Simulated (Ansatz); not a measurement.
# SiGe2 (model cell, started as antifluorite): a soft mode frozen in

Aim: this structure of SiGe2 (model cell, started as antifluorite) is to be tested for unstable modes, and one is followed downhill.

Method: DFT PBEsol, scalar-relativistic, plane waves, PAW, in Ansatz 0.2.0.

Report form: the programs' logs are mostly left out.

The structure was built from a prototype and need not be the compound's stable phase.

## Step 1: Starting point

Symmetry: Fm-3m, No. 225, cubic system. Conventional cell: a = 6.119 Å, b = 6.119 Å, c = 6.119 Å, α = 90.00°, β = 90.00°, γ = 90.00°. Nearest to Si lie 8 Ge at 2.65 Å. Nearest to Ge lie 4 Si at 2.65 Å. Farther neighbours are not listed.

## Step 2: Response at finite wavevector

The cell comes from relaxations at this level that are not shown. Stability and thermal properties need the whole zone. Linear response on a 4×4×4 q mesh gives force constants as far as a supercell of that size would.

File input.yaml:

```yaml
crystal:
  lattice:
    - [0.0, 3.0597254466, 3.0597254466]
    - [3.0597254466, 0.0, 3.0597254466]
    - [3.0597254466, 3.0597254466, 0.0]
  atoms:
    - { symbol: Si, position: [0.0, 0.0, 0.0] }
    - { symbol: Ge, position: [0.25, 0.25, 0.25] }
    - { symbol: Ge, position: [0.75, 0.75, 0.75] }
kpoints:
  mp_grid: { grid: [12, 12, 12] }
hamiltonian:
  xc: pbesol
scf:
  occupations: { method: methfessel_paxton, width: 0.15 }
output:
  eigenvalues: true
phonons:
  method: dfpt
  qmesh: [4, 4, 4]
  temperatures: { t_max: 1000, t_step: 50 }
  qpath:
    path:
      - [[0.0, 0.0, 0.0], [0.5, 0.0, 0.5], [0.625, 0.25, 0.625]]
      - [[0.375, 0.375, 0.75], [0.0, 0.0, 0.0], [0.5, 0.5, 0.5], [0.5, 0.25, 0.75], [0.5, 0.0, 0.5]]
    npoints: 10
```

Started as:

```console
ansatz run input.yaml --threads 4 --pin off --max-ram 7168MiB --backend cpu --events-out ev --progress --plain --runs-dir out
```

Wall time 6.1 min (4 threads of Arm Neoverse V2, shared host); peak memory 4 GiB.

This step gave:

| Item | Value |
| --- | --- |
| volume per atom | 19.10 Å³ |
| gap on the k-mesh | 0 eV |
| sum-rule residual before enforcement | 1.62e-5 eV/Å² |
| lowest frequency on the path | -47.02 cm⁻¹ |
| point group | m-3m |
| highest frequency on the path or at a solved wavevector | 232.3 cm⁻¹ |
| highest optical mode at the zone centre (no LO-TO term) | 232.3 cm⁻¹ |
| lowest optical zone-centre mode | 139.0 cm⁻¹ |
| lowest mode on the q mesh (acoustic modes at Γ apart) | -46.4 cm⁻¹ |

Frequencies (cm⁻¹) solved at each irreducible wavevector; negative means imaginary. Frequencies by wavevector, by row:

```csv
q in reciprocal lattice units,star,mode 1,mode 2,mode 3,mode 4,mode 5,mode 6,mode 7,mode 8,mode 9
0 0 0,1,0,0,0,139,139,139,232.3,232.3,232.3
0 0 0.25,8,13,13,58.7,93.6,120.7,120.7,217.1,224.4,224.4
0 0 -0.5,4,33.8,33.8,58.1,102.4,111.9,111.9,193.1,219.3,219.3
0 0.25 0.25,6,-30,-30,73.6,108.7,108.7,111.2,198.3,216.2,216.2
0 0.25 -0.5,24,-29.6,33.1,65.6,93.8,100.2,115.8,202.3,221.4,225.1
0 0.25 -0.25,12,-46.4,-9.7,80.1,81.8,115.9,115.9,212.9,219.2,220.2
0 -0.5 -0.5,3,50.1,50.1,80.1,85.1,85.1,118.9,186.4,212.6,212.6
0.25 -0.5 -0.25,6,-27.7,40.7,40.7,66.2,89.3,111.3,216.3,216.3,217.1
```

Interpolated from a 4×4×4 q mesh. The phonon branches at the labelled points (cm⁻¹):

```csv
point,branch 1,branch 2,branch 3,branch 4,branch 5,branch 6,branch 7,branch 8,branch 9
Γ,0,0,0,139,139,139,232,232,232
halfway,-30,-30,74,109,109,111,198,216,216
X,50,50,80,85,85,119,186,213,213
halfway,46,46,68,82,88,117,193,214,219
U,34,37,44,78,97,119,205,218,225
jump to K,34,37,44,78,97,119,205,218,225
halfway,-41,-16,85,88,105,123,213,220,222
Γ,0,0,0,139,139,139,232,232,232
halfway,13,13,59,94,121,121,217,224,224
L,34,34,58,102,112,112,193,219,219
halfway,-14,22,58,90,102,121,211,220,222
W,-28,41,41,66,89,111,216,216,217
halfway,32,47,67,72,89,114,198,216,220
X,50,50,80,85,85,119,186,213,213
```

Symmetry leaves 8 wavevectors to solve. The lowest mode among them, the acoustic zeros apart, lies at q = (0, 0.25, -0.25) and is imaginary, 46.4i cm⁻¹, so the energy falls along it.

## Step 3: The mode frozen in, largest atomic shift 0 Å

The mode followed lies at q = (0, 0.25, 0.25) with frequency 30.0i cm⁻¹ and is 2-fold degenerate, one of the unstable modes though not the softest. At small amplitude the distorted cell has space group no. 63 by a symmetry search on the positions. The undistorted cell that holds it gives the zero of energy on the same k mesh.

System of this step: SiGe2 (model cell, started as antifluorite). The structure is cubic, space group Fm-3m (No. 225). Conventional cell: a = 6.119 Å, b = 6.119 Å, c = 6.119 Å, α = 90.00°, β = 90.00°, γ = 90.00°. Nearest to Si lie 8 Ge at 2.65 Å. Ge has 4 Si at 2.65 Å nearest. Farther neighbours are not listed.

File input.yaml:

```yaml
crystal:
  lattice:
    - [0.0, -3.0597254466, -3.0597254466]
    - [0.0, 3.0597254466, -3.0597254466]
    - [12.2389017864, 0.0, 0.0]
  atoms:
    - { symbol: Si, position: [0.0, 0.0, 0.0] }
    - { symbol: Si, position: [0.0, 0.0, 0.5] }
    - { symbol: Si, position: [0.5, 0.5, 0.75] }
    - { symbol: Si, position: [0.5, 0.5, 0.25] }
    - { symbol: Ge, position: [0.0, 0.5, 0.875] }
    - { symbol: Ge, position: [0.0, 0.5, 0.375] }
    - { symbol: Ge, position: [0.5, 0.0, 0.625] }
    - { symbol: Ge, position: [0.5, 0.0, 0.125] }
    - { symbol: Ge, position: [0.0, 0.5, 0.125] }
    - { symbol: Ge, position: [0.0, 0.5, 0.625] }
    - { symbol: Ge, position: [0.5, 0.0, 0.875] }
    - { symbol: Ge, position: [0.5, 0.0, 0.375] }
kpoints:
  mp_grid: { grid: [8, 8, 4] }
hamiltonian:
  xc: pbesol
scf:
  occupations: { method: methfessel_paxton, width: 0.15 }
output:
  forces: true
  stress: true
  eigenvalues: true
```

Wall time 7.5 s (4 threads); peak memory 1 GiB.

Numbers from this step:

```yaml
pressure: -0.3558 GPa
energy_from_the_undistorted_cell: 0 meV/atom
```

The run ends at a pressure of -0.36 GPa.

## Step 4: The mode frozen in, largest atomic shift 0.32 Å

The atoms are moved along the unstable eigenvector, the largest shift by 0.32 Å, with the cell fixed.

File input.yaml:

```yaml
crystal:
  lattice:
    - [0.0, -3.0597254466, -3.0597254466]
    - [0.0, 3.0597254466, -3.0597254466]
    - [12.2389017864, 0.0, 0.0]
  atoms:
    - { symbol: Si, position: [0.0522922735, -0.0522922735, 0.0] }
    - { symbol: Si, position: [-0.0522922735, 0.0522922735, 0.5] }
    - { symbol: Si, position: [0.5, 0.5, 0.75] }
    - { symbol: Si, position: [0.5, 0.5, 0.25] }
    - { symbol: Ge, position: [0.0111044267, 0.4572021208, 0.875] }
    - { symbol: Ge, position: [-0.0111044267, 0.5427978792, 0.375] }
    - { symbol: Ge, position: [0.4572021208, 0.0111044267, 0.625] }
    - { symbol: Ge, position: [0.5427978792, -0.0111044267, 0.125] }
    - { symbol: Ge, position: [0.0111044267, 0.4572021208, 0.125] }
    - { symbol: Ge, position: [-0.0111044267, 0.5427978792, 0.625] }
    - { symbol: Ge, position: [0.5427978792, -0.0111044267, 0.875] }
    - { symbol: Ge, position: [0.4572021208, 0.0111044267, 0.375] }
kpoints:
  mp_grid: { grid: [8, 8, 4] }
hamiltonian:
  xc: pbesol
scf:
  occupations: { method: methfessel_paxton, width: 0.15 }
output:
  forces: true
  stress: true
  eigenvalues: true
```

Wall time 11 s (4 threads); peak memory 1.2 GiB; 44 s of CPU time.

This step gave:

```
pressure                         : -0.3055 GPa
energy from the undistorted cell : -1.26 meV/atom
```

The energy, extrapolated to zero smearing, is -1.26 meV/atom against the undistorted cell.

The run ends at a pressure of -0.31 GPa, with forces up to 0.039 eV/Å.

## Step 5: Energy along the mode, all amplitudes (two of the runs are shown above)

An imaginary frequency means negative curvature, so the energy should fall and then rise again as anharmonic terms take over.

Numbers from this step:

```yaml
depth_at_the_lowest_point_sampled: 1.26 meV/atom
largest_atomic_shift_at_that_point: 0.32 Å
```

Energy from the parent against largest atomic shift:

```csv
largest atomic shift (Å),energy from the parent (meV/atom)
0.000,0
0.040,-0.044
0.080,-0.168
0.140,-0.469
0.220,-0.969
0.320,-1.26
0.450,-0.157
0.600,5.08
```

Displacement at unit largest shift by atom:

```csv
atom,x (Å),y (Å),z (Å),size
Si1,0.00,-1.00,0.00,1.00
Si2,0.00,1.00,0.00,1.00
Si3,0.00,0.00,0.00,0.00
Si4,0.00,0.00,0.00,0.00
Ge5,0.00,-0.52,0.30,0.60
Ge6,0.00,0.52,-0.30,0.60
Ge7,0.00,0.52,0.30,0.60
Ge8,0.00,-0.52,-0.30,0.60
Ge9,0.00,-0.52,0.30,0.60
Ge10,0.00,0.52,-0.30,0.60
Ge11,0.00,-0.52,-0.30,0.60
Ge12,0.00,0.52,0.30,0.60
```

The lowest of the steps tried is at 0.32 Å, 1.26 meV/atom below the parent; the bottom of the well need not coincide with a step.

## Step 6: Relaxing from the distorted cell

Starting from the lowest point found, all atoms and the cell are let go, so that strain and other modes of the same symmetry can join in.

Changes to input.yaml since step 4:

```diff
@@ -28 +28,6 @@
   eigenvalues: true
+relax:
+  adjacent_minimum: "off"
+  f_tol: 0.002
+  max_steps: 120
+  cell: { stress_tol: 0.03 }
```

Elapsed: 3.1 min, on 4 threads; peak memory 1.2 GiB.

The steps of the relaxation:

```csv
step,energy less that of the first step (eV),largest force component (eV/Å),pressure (GPa),volume (Å³)
1,0.0000,0.0287,-0.31,229.16
2,-0.0033,0.0167,0.00,228.05
3,-0.0040,0.0032,0.01,228.00
4,-0.0042,0.0101,0.02,227.95
5,-0.0047,0.0130,0.01,228.01
6,-0.0068,0.0153,0.02,227.96
7,-0.0157,0.0394,0.02,227.75
8,-0.0066,0.0326,-0.04,227.47
9,-0.0301,0.0240,-0.01,227.85
10,-0.0313,0.0134,0.03,227.78
11,-0.0314,0.0088,-0.11,228.29
12,-0.0316,0.0030,0.01,227.87
13,-0.0316,0.0009,0.00,227.92
14*,-0.0321,0.0009,0.01,227.92
```

Relaxation steps marked * repeat the geometry before them on a plane-wave basis chosen anew for their cell, so energy and pressure can jump there. Relaxation step 8 was tried and not accepted.

The run keeps the 8 symmetry operations that it works with, so distortions that break them were not tested.

```csv
"conventional cell, symmetrised",before,after,change
a (Å),6.119,6.406,+4.7 %
b (Å),6.119,5.938,-3.0 %
c (Å),12.239,11.984,-2.1 %
volume (Å³/atom),19.10,18.99,-0.5 %
```

The atoms that moved most (Å, as changes of fractional coordinates times the final cell):

```csv
atom,dx,dy,dz,length
Si1,0.000,-0.050,0.000,0.050
Si2,0.000,0.050,0.000,0.050
Ge7,0.003,0.034,0.002,0.034
Ge12,-0.003,0.034,0.002,0.034
Ge9,0.003,-0.034,0.002,0.034
Ge5,-0.003,-0.034,0.002,0.034
Ge6,-0.003,0.034,-0.002,0.034
Ge10,0.003,0.034,-0.002,0.034
```

Final coordinates:

```cif
data_structure
_symmetry_space_group_name_H-M 'P 1'
_symmetry_Int_Tables_number 1
_cell_length_a 4.3674
_cell_length_b 4.3674
_cell_length_c 11.9841
_cell_angle_alpha 90.000
_cell_angle_beta 90.000
_cell_angle_gamma 85.651
_cell_volume 227.92
loop_
_atom_site_label
_atom_site_type_symbol
_atom_site_fract_x
_atom_site_fract_y
_atom_site_fract_z
_atom_site_occupancy
Si1 Si 0.06067 0.93933 0.00000 1
Si2 Si 0.93933 0.06067 0.50000 1
Si3 Si 0.50000 0.50000 0.75000 1
Si4 Si 0.50000 0.50000 0.25000 1
Ge5 Ge 0.01663 0.45115 0.87478 1
Ge6 Ge 0.98337 0.54885 0.37478 1
Ge7 Ge 0.45115 0.01663 0.62522 1
Ge8 Ge 0.54885 0.98337 0.12522 1
Ge9 Ge 0.01663 0.45115 0.12522 1
Ge10 Ge 0.98337 0.54885 0.62522 1
Ge11 Ge 0.54885 0.98337 0.87478 1
Ge12 Ge 0.45115 0.01663 0.37478 1
```

Numbers from this step:

| Quantity | Value |
| --- | --- |
| pressure | 0.009422 GPa |
| volume per atom | 18.99 Å³ |

The distorted start has space group Cmcm; the relaxation ends in Cmcm.

## Step 7: Outcome

- unstable mode of the parent: q = (0, 0.25, 0.25), 30i cm⁻¹
- depth at the lowest point sampled: 1.26 meV/atom
- largest atomic shift at that point: 0.32 Å
- space group reached (within 0.01 Å): Cmcm
- energy gained over the parent (first relaxation, on the mesh of the frozen mode): 4.12 meV/atom
- volume per atom, phase reached: 19.0 Å³

**Reading.** Along this mode the structure falls into Cmcm, 4.12 meV/atom below the parent. At the parent's cell the well is 1.26 meV/atom deep on the steps tried, with its lowest point at a shift of 0.32 Å. Relaxing atoms and cell changes the gain by +2.86 meV/atom against the lowest step (energies at zero smearing). Most of the total comes from this relaxation. The modes of the phase reached were not computed on this path. Of the 4 patterns followed to their end from this parent, this one ends 47.8 meV/atom above the lowest, Pnma. Another end point lies within 1 meV/atom; how such a difference moves with mesh and cutoff was not tested. Each path keeps the symmetry of its pattern, so a lower phase may lie along a pattern not tried. With no gap, or one that is small against the smearing, the frequencies hang on the k mesh and the smearing, most of all near Kohn anomalies. The starting cell was built on a prototype and not taken from a measurement, so the phase need not exist.

[Logs are printed without paths, hosts, clocks, repeated set-up lines and the standing remarks that a program may print on its own settings, such as how far it seeks lower states.]

[Hosts, paths, dates, database ids (printed as entryN), source tags and the programs' standing remarks are cut or masked in the printed files.]
